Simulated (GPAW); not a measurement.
# Core-hole calculation of the C K edge in rock-salt (TiC)₁₋ₓ(ZrC)ₓ at x = 0, part 2 of 3

Aim: the C K edge in rock-salt (TiC)₁₋ₓ(ZrC)ₓ at x = 0, one member of a composition series.

GPAW 26.7.0; X-ray absorption from dipole matrix elements to empty bands, plane-wave PAW LDA.

So far. Step 2 (Ground state of the crystal): The mesh shows no gap, so the system is treated as a metal and the core electron is put at the Fermi level (neutral cell).

**4. Spectrum with XCH, C atom 2**

The holes are 6.1 Å apart. In GPAW the data set carries the hole's charge, so charge=0 means a charged cell and charge=-1 a neutral one. The excited electron is kept in the cell, where it fills the lowest empty states and screens the hole. After the field has converged, empty bands are computed with the density fixed and the dipole matrix elements are summed.

The absorber has 6 Ti at 2.16 Å (octahedral).

xas.py

```python
import numpy as np
from ase import Atoms
from ase.parallel import parprint, paropen
from gpaw import GPAW, PW, FermiDirac, Mixer, MixerDif, setup_paths
from gpaw.test import gen
setup_paths.insert(0, '.')
gen('C', name='fch1s', xcname='LDA', corehole=(1, 0, 1), write_xml=True)
from gpaw.mpi import world
world.barrier()

atoms = Atoms('TiCTiCTiCTiCTiCTiCTiCTiC',
    cell=[[0, 4.328, 4.328],
     [4.328, 0, 4.328],
     [4.328, 4.328, 0]],
    scaled_positions=[[0, 0, 0],
     [0.75, 0.25, 0.25],
     [0, 0, 0.5],
     [0.75, 0.25, 0.75],
     [0, 0.5, 0],
     [0.75, 0.75, 0.25],
     [0, 0.5, 0.5],
     [0.75, 0.75, 0.75],
     [0.5, 0, 0],
     [0.25, 0.25, 0.25],
     [0.5, 0, 0.5],
     [0.25, 0.25, 0.75],
     [0.5, 0.5, 0],
     [0.25, 0.75, 0.25],
     [0.5, 0.5, 0.5],
     [0.25, 0.75, 0.75]],
    pbc=True)
atoms.calc = calc = GPAW(legacy_gpaw=True, mode=PW(500, force_complex_dtype=True), xc='LDA', setups={1: 'fch1s'},
    kpts={'size': (4, 4, 4), 'gamma': True}, occupations=FermiDirac(0.1),
    charge=-1, mixer=Mixer(0.1, 5, 50), maxiter=150,
    convergence={'density': 0.0001, 'eigenstates': 1e-6}, txt='scf.txt')
energy = atoms.get_potential_energy() + calc.get_reference_energy()
ef = calc.get_fermi_level()
out = dict(energy=energy, fermi=ef, forces=atoms.get_forces().tolist())
parprint(f'all-electron energy {energy:.4f} eV, Fermi level {ef:.4f} eV')
ev = np.array([[calc.get_eigenvalues(k, s) for k in range(len(calc.get_ibz_k_points()))] for s in range(calc.get_number_of_spins())])
out['homo'], out['lumo'], out['counts'] = ev[ev < ef].max(), ev[ev > ef].min(), sorted(set((ev < ef).sum((0, 2)).tolist()))
out['filled'] = (ev[:, 0] < ef).sum(1).tolist()

from ase.units import Ha
from gpaw.xas import dipole_matrix_elements
nb = int(calc.get_number_of_electrons() / 2) + 125
top, nb = nb, nb + 8 + nb // 12
nscf = calc.fixed_density(kpts={'size': (6, 6, 6), 'gamma': True}, nbands=nb,
    convergence={'bands': top, 'eigenstates': 5e-3}, maxiter=60, txt='nscf.txt')
cell = atoms.cell.array
ops = [cell.T @ U.T @ np.linalg.inv(cell.T) for U in nscf.wfs.kd.symmetry.op_scc]
E = np.arange(-6, 30, 0.1)
fwhm = np.interp(E, [4, 25], [0.9, 3.5])
Y, X, zero, highest = 0, 0, 1e9, 1e9
for spin in range(nscf.get_number_of_spins()):
    wfs = nscf.wfs
    mine = wfs.bd.get_slice()  # this rank's bands
    A = dipole_matrix_elements(wfs.setups[1])
    eps = np.zeros((wfs.kd.nibzkpts, nb))
    d = np.zeros((3, A.shape[1], wfs.kd.nibzkpts, nb), complex)
    for kpt in wfs.kpt_u:
        if kpt.s == spin and 1 in kpt.P_ani:
            eps[kpt.k, mine] = kpt.eps_n * Ha
            d[:, :, kpt.k, mine] = (kpt.weight * wfs.nspins / 2) ** 0.5 * np.inner(A, kpt.P_ani[1])
    world.sum(eps)
    world.sum(d)
    T = np.einsum('amkn,bmkn->abkn', d, d.conj()).real
    T = sum(np.einsum('ai,ijkn,bj->abkn', R, T, R) for R in ops) / len(ops)
    empty = eps > ef
    zero, highest = min(zero, eps[empty].min()), min(highest, eps[:, top - 1].min())
    lines = [(eps, T, empty)] if spin == 0 else lines + [(eps, T, empty)]
for eps, T, empty in lines:
    f = np.einsum('aakn->akn', T).reshape(3, -1)
    x = eps.ravel() - zero
    w = np.interp(x, E, fwhm) / 2.35482
    g = np.exp(-0.5 * ((E[:, None] - x) / w) ** 2) / (w * (2 * np.pi) ** 0.5)
    Y = Y + (f * empty.ravel()) @ g.T
    X = X + (f * ~empty.ravel()) @ g.T
out.update(E=E.round(2).tolist(), xas=Y.tolist(), xes=X.tolist(), zero=zero, valid=highest - zero, nk=len(eps), nb=nb)
for i in range(0, len(E), 10):
    parprint(f'{E[i]:7.2f}', *(f'{v:10.3e}' for v in Y[:, i]))
import json
with paropen('out.json', 'w') as f:
    json.dump(out, f)
```

The run is started by

```bash
OMP_NUM_THREADS=1 mpirun -n 4 gpaw python xas.py
```

Numbers of over 12 decimals in the logs are rounded to 6 here.

The log of the run:

```text
Input parameters:
  charge: -1
  convergence: {density: 0.0001,
                eigenstates: 1e-06}
  kpts: {gamma: True,
         size: (4, 4, 4)}
  maxiter: 150
  mixer: {backend: pulay,
          beta: 0.1,
          method: separate,
          nmaxold: 5,
          weight: 50}
  mode: {ecut: 500.0,
         force_complex_dtype: True,
         name: pw}
  occupations: {fixmagmom: False,
                name: fermi-dirac,
                width: 0.1}
  setups: {1: fch1s}

Initialize ...

[... PAW data sets ...]

Reference energy: -193240.521777  # eV

Spin-paired calculation

[... convergence settings ...]
Symmetries present (total): 8
  [... symmetry matrices ...]

64 k-points: 4 x 4 x 4 Monkhorst-Pack grid + [1/8,1/8,1/8]
13 k-points in the irreducible part of the Brillouin zone
       k-points in crystal coordinates                weights
   0:     0.00000000    0.00000000    0.00000000          1/64
   1:     0.00000000    0.25000000    0.25000000          2/64
   2:     0.00000000    0.50000000    0.50000000          1/64
   3:     0.25000000    0.25000000    0.00000000          4/64
   4:     0.25000000    0.25000000    0.25000000          8/64
   5:     0.25000000    0.50000000   -0.25000000          4/64
   6:     0.25000000    0.50000000    0.25000000          8/64
   7:     0.25000000    0.50000000    0.50000000          8/64
   8:     0.50000000    0.25000000   -0.25000000          2/64
   9:     0.50000000    0.25000000    0.25000000          4/64
          ...
  12:     0.50000000    0.50000000    0.50000000          4/64

Wave functions: Plane wave expansion
  Cutoff energy: 500.000 eV
  Number of coefficients (min, max): 4088, 4140
  Pulay-stress correction: 0.000000 eV/Ang^3 (de/decut=0.000000)
  Using FFTW library
  Wavefunction extrapolation:
    Improved wavefunction reuse through dual PAW basis

Occupation numbers: Fermi-Dirac:
  width: 0.1000  # eV

Eigensolver
   Davidson(niter=2)

Densities:
  Coarse grid: 32*32*32 grid
  Fine grid: 64*64*64 grid
  Total Charge: 0.000000

Density mixing:
  Method: separate
  Backend: pulay
  Linear mixing parameter: 0.1
  old densities: 5
  Width of damping distribution: 1.1
  Damping of long wavelength oscillations: 50

[... Hamiltonian set-up ...]
Number of atoms: 16
Number of atomic orbitals: 136
Number of bands in calculation: 82
Number of valence electrons: 129
Bands to converge: occupied

... initialized

Initializing position-dependent things.

Density initialized from atomic densities
Creating initial wave functions:
  82 bands from LCAO basis set

                           C
                    C
                      C

               C    Ti    C
              Ti   C
               Ti   C
        Ti    C    Ti

            Ti
              Ti
       Ti

Atomic positions and initial magnetic moments

Positions:
   0 Ti     0.000000    0.000000    0.000000    ( 0.0000,  0.0000,  0.0000)
   1 C      2.164000    4.328000    4.328000    ( 0.0000,  0.0000,  0.0000)
   2 Ti     2.164000    2.164000    0.000000    ( 0.0000,  0.0000,  0.0000)
   3 C      4.328000    6.492000    4.328000    ( 0.0000,  0.0000,  0.0000)
   4 Ti     2.164000    0.000000    2.164000    ( 0.0000,  0.0000,  0.0000)
   5 C      4.328000    4.328000    6.492000    ( 0.0000,  0.0000,  0.0000)
   6 Ti     4.328000    2.164000    2.164000    ( 0.0000,  0.0000,  0.0000)
[...]
13 C      4.328000    2.164000    4.328000    ( 0.0000,  0.0000,  0.0000)
  14 Ti     4.328000    4.328000    4.328000    ( 0.0000,  0.0000,  0.0000)
  15 C      6.492000    4.328000    4.328000    ( 0.0000,  0.0000,  0.0000)

Unit cell:
           periodic     x           y           z      points  spacing
  1. axis:    yes    0.000000    4.328000    4.328000    32     0.1562
  2. axis:    yes    4.328000    0.000000    4.328000    32     0.1562
  3. axis:    yes    4.328000    4.328000    0.000000    32     0.1562

  Lengths:   6.120716   6.120716   6.120716
  Angles:   60.000000  60.000000  60.000000

Effective grid spacing dv^(1/3) = 0.1704

iter:   1  -199.073169
iter:   2  -182.704261   -0.30  -0.90
iter:   3  -170.835460   +0.50  -1.03
iter:   4  -171.632250   -0.45  -1.54
iter:   5  -171.982877   -1.35  -1.52
iter:   6  -172.007580   -0.88  -1.52
iter:   7  -172.020026c  -1.75  -1.89
iter:   8  -172.127465   -1.64  -1.80
iter:   9  -171.786824   -0.68  -1.79
iter:  10  -171.685095   -2.03  -2.21
iter:  11  -171.690833   -2.10  -2.52
iter:  12  -171.675609c  -2.98  -2.40
iter:  13  -171.666021c  -3.25  -2.66
iter:  14  -171.679921c  -2.16  -2.94
iter:  15  -171.664561c  -3.17  -2.62
iter:  16  -171.664869c  -3.75  -3.33
iter:  17  -171.665256c  -3.89  -3.43
iter:  18  -171.664726c  -3.93  -3.29
iter:  19  -171.664687c  -5.23  -3.79
iter:  20  -171.664669c  -5.70  -3.80
iter:  21  -171.664682c  -5.06  -4.09c
iter:  22  -171.664661c  -5.92  -4.28c
iter:  23  -171.664661c  -7.11c -4.27c

Converged after 23 iterations.

Dipole moment: (-0.014260, 0.000000, 0.000000) |e|*Ang

Energy contributions relative to reference atoms: (reference = -193240.521777)

Kinetic:       +129.392982
Potential:     -145.436026
External:        +0.000000
XC:            -155.735971
Entropy (-ST):   -0.115283
Local:           +0.171996
SIC:             +0.000000
--------------------------
Free energy:   -171.722302
Extrapolated:  -171.664661

Showing only first 2 kpts
 Kpt  Band  Eigenvalues  Occupancy
  0    62      9.94470    1.74796
  0    63      9.94470    1.74796
  0    64     10.53010    0.03901
  0    65     10.53010    0.03901

  1    62      9.38471    1.99893
  1    63      9.84345    1.90045
  1    64      9.84345    1.90044
[...]
Fermi level: 10.13836

No gap
No difference between direct/indirect transitions

Forces in eV/Ang:
  0 Ti   -0.01856    0.00000    0.00000
  1 C     0.00000    0.00000    0.00000
  2 Ti   -0.00000    0.01856   -0.00000
  3 C     0.00000   -0.00000    0.00000
  4 Ti   -0.00000   -0.00000    0.01856
  5 C     0.00000   -0.00000   -0.00000
  6 Ti   -0.00000   -0.00000   -0.00000
[...]
13 C     0.00000    0.00000    0.00000
 14 Ti    0.01856    0.00000    0.00000
 15 C    -0.00000    0.00000    0.00000
Scalar-relativistic atomic LDA calculation for C (Carbon, Z=6)
Core hole in 1s state (1s occupation: 1.0)
300 radial gridpoints.
|------------------------------------------------|
|------------------------------------------------|
[... the atom generator's iteration count ...]

Energy contributions:
-------------------------
Kinetic:      +26.191319
XC:            -3.250568
Potential:    -49.301465
-------------------------
Total:        -26.360713

state      eigenvalue         ekin         rmax
-----------------------------------------------
1s^1.0 :   -12.242791    17.075241        0.169
2s^2.0 :    -1.088966     2.357774        1.067
2p^2.0 :    -0.788324     2.200265        0.916
-----------------------------------------------
(units: Bohr and Hartree)

Generating PAW setup
Kinetic energy of the core from tauc = 17.083225
Cutoffs:
rc(s)=1.200
rc(p)=1.200
rc(d)=1.200
rc(vbar)=1.080
rc(comp)=1.200
rc(nct)=1.200

Kinetic energy of the core states: 17.075241
Charge: 1.0
Core electrons: 1.0
Valence electrons: 4.0
Pseudo-core charge: 0.009839
Shape function alpha=6.944
Pseudo-electron charge 3.948111
state    eigenvalue         norm
--------------------------------
2s(2) :    -1.088966     1.079442
*s    :    -0.088966
2p(2) :    -0.788324     0.889693
*p    :     0.211676
*d    :     0.000000
--------------------------------

Diagonalizing with gridspacing h=0.050

state   all-electron     PAW
-------------------------------
2s:      -1.088966    -1.089850
2p:      -0.788324    -0.789871
*d:                   -0.068511
*f:                   -0.014334
-------------------------------
all-electron energy -193412.1864 eV, Fermi level 10.1384 eV
[...]
27.00  1.094e-04  1.094e-04  1.094e-04
  28.00  1.520e-04  1.520e-04  1.520e-04
  29.00  1.963e-04  1.963e-04  1.963e-04
```

The job ended after 2.2 min (4 MPI ranks of AMD EPYC 7B13 (Zen 3), shared host; peak memory 0.56 GiB).

The C K spectrum, C atom 2, excited-electron core hole (neutral cell) (energy from the lowest empty level; intensity scaled to a mean of 1 over the first 20 eV):

```csv
E (eV),intensity
-2.0,0.00
-1.5,0.00
-1.0,0.00
-0.5,0.08
0.0,0.38
0.5,0.69
1.0,0.81
1.5,0.95
2.0,1.31
2.5,1.93
3.0,2.65
3.5,2.11
4.0,1.21
4.5,0.95
5.0,0.80
5.5,0.88
6.0,1.23
6.5,1.42
7.0,1.22
7.5,0.69
8.0,0.25
8.5,0.11
9.0,0.15
9.5,0.27
10.0,0.45
10.5,0.70
11.0,0.95
11.5,1.18
12.0,1.38
12.5,1.58
13.0,1.79
13.5,1.92
14.0,1.84
14.5,1.59
15.0,1.26
15.5,0.96
16.0,0.73
16.5,0.57
17.0,0.49
17.5,0.47
18.0,0.48
18.5,0.49
19.0,0.49
19.5,0.48
20.0,0.47
20.5,0.45
21.0,0.42
21.5,0.39
22.0,0.36
22.5,0.33
23.0,0.30
23.5,0.28
24.0,0.26
24.5,0.26
25.0,0.27
25.5,0.29
26.0,0.32
26.5,0.37
27.0,0.44
27.5,0.52
28.0,0.61
28.5,0.70
29.0,0.79
29.5,0.87
```

Main maxima below 24 eV (height): 3.1 eV (2.67), 6.5 eV (1.42) and 13.6 eV (1.92). A K edge sees empty p states; the first features are C p mixed into the empty d states of the Ti neighbours, and the broad ones above probably into the cations' higher empty bands.

The total-energy difference is 284.90 eV. One term is added: -6.67 eV, since the hole is spin-paired here and a spin-polarised one costs that much less in the free atom (computed apart). The photon energy is then 278.23 eV. The functional leaves an error in such absolute values: in the free atom LDA prices this hole 2.9 eV below PBE (computed apart), and PBE is itself good to a few eV.

**5. Reference energy of the cell**

The absorbing element, whose data set is made anew, changes for the next run, so it gets a reference energy of its own.

scf.py

```python
import numpy as np
from ase import Atoms
from ase.parallel import parprint, paropen
from gpaw import GPAW, PW, FermiDirac, Mixer, MixerDif, setup_paths
from gpaw.test import gen
setup_paths.insert(0, '.')
gen('Ti', name='nch1s', xcname='LDA', corehole=(1, 0, 0), write_xml=True)
from gpaw.mpi import world
world.barrier()

atoms = Atoms('TiCTiCTiCTiCTiCTiCTiCTiC',
    cell=[[0, 4.328, 4.328],
     [4.328, 0, 4.328],
     [4.328, 4.328, 0]],
    scaled_positions=[[0, 0, 0],
     [0.75, 0.25, 0.25],
     [0, 0, 0.5],
     [0.75, 0.25, 0.75],
     [0, 0.5, 0],
     [0.75, 0.75, 0.25],
     [0, 0.5, 0.5],
     [0.75, 0.75, 0.75],
     [0.5, 0, 0],
     [0.25, 0.25, 0.25],
     [0.5, 0, 0.5],
     [0.25, 0.25, 0.75],
     [0.5, 0.5, 0],
     [0.25, 0.75, 0.25],
     [0.5, 0.5, 0.5],
     [0.25, 0.75, 0.75]],
    pbc=True)
atoms.calc = calc = GPAW(legacy_gpaw=True, mode=PW(500, force_complex_dtype=True), xc='LDA', setups={0: 'nch1s'},
    kpts={'size': (4, 4, 4), 'gamma': True}, occupations=FermiDirac(0.1),
    charge=0, mixer=Mixer(0.1, 5, 50), maxiter=150,
    convergence={'density': 0.0001, 'eigenstates': 1e-6}, txt='scf.txt')
energy = atoms.get_potential_energy() + calc.get_reference_energy()
ef = calc.get_fermi_level()
out = dict(energy=energy, fermi=ef, forces=atoms.get_forces().tolist())
parprint(f'all-electron energy {energy:.4f} eV, Fermi level {ef:.4f} eV')
ev = np.array([[calc.get_eigenvalues(k, s) for k in range(len(calc.get_ibz_k_points()))] for s in range(calc.get_number_of_spins())])
out['homo'], out['lumo'], out['counts'] = ev[ev < ef].max(), ev[ev > ef].min(), sorted(set((ev < ef).sum((0, 2)).tolist()))
out['filled'] = (ev[:, 0] < ef).sum(1).tolist()
import json
with paropen('out.json', 'w') as f:
    json.dump(out, f)
```

The run is started by

```bash
OMP_NUM_THREADS=1 mpirun -n 4 gpaw python scf.py
```

The log of the run:

```text
Input parameters:
  convergence: {density: 0.0001,
                eigenstates: 1e-06}
  kpts: {gamma: True,
         size: (4, 4, 4)}
  maxiter: 150
  mixer: {backend: pulay,
          beta: 0.1,
          method: separate,
          nmaxold: 5,
          weight: 50}
  mode: {ecut: 500.0,
         force_complex_dtype: True,
         name: pw}
  occupations: {fixmagmom: False,
                name: fermi-dirac,
[...]
4s(2) :    -0.168799     0.990650
3p(6) :    -1.425558     0.436626
4p(0) :    -0.056429     0.981035
3d(2) :    -0.164024     0.588737
*d    :     0.835976
--------------------------------

Diagonalizing with gridspacing h=0.050

state   all-electron     PAW
-------------------------------
3s:      -2.287902    -2.288205
3p:      -1.425558    -1.426242
3d:      -0.164024    -0.164519
*f:                    0.065395
-------------------------------
all-electron energy -193697.0917 eV, Fermi level 9.8805 eV
[key lines of the parts left out:]
Converged after 30 iterations.
Dipole moment: (0.000000, 0.000000, 0.000000) |e|*Ang
Free energy:   -155.121483
Fermi level: 9.88046
```

It took 48 s on 4 MPI ranks; peak memory 0.33 GiB.

Reference energy: -193697.092 eV with the cores included.

[end of part 2 of 3]

[Banner, clock and machine lines of the logs are left out without a mark of their own.]

[Logs are printed without paths, hosts, clocks, repeated set-up lines and the standing remarks that a program may print on its own settings, such as how far it seeks lower states.]

[Hosts, paths, dates, database ids (printed as entryN), source tags and the programs' standing remarks are cut or masked in the printed files.]

[Lists of maxima count a maximum above −3 eV only where it reaches 4 % of the highest in the window and stands out from its surroundings by 2 % of it (1.5 % where it reaches 55 %); shoulders and weaker maxima are passed over, and of the rest the first, up to two pre-edge ones and the few strongest are named.]
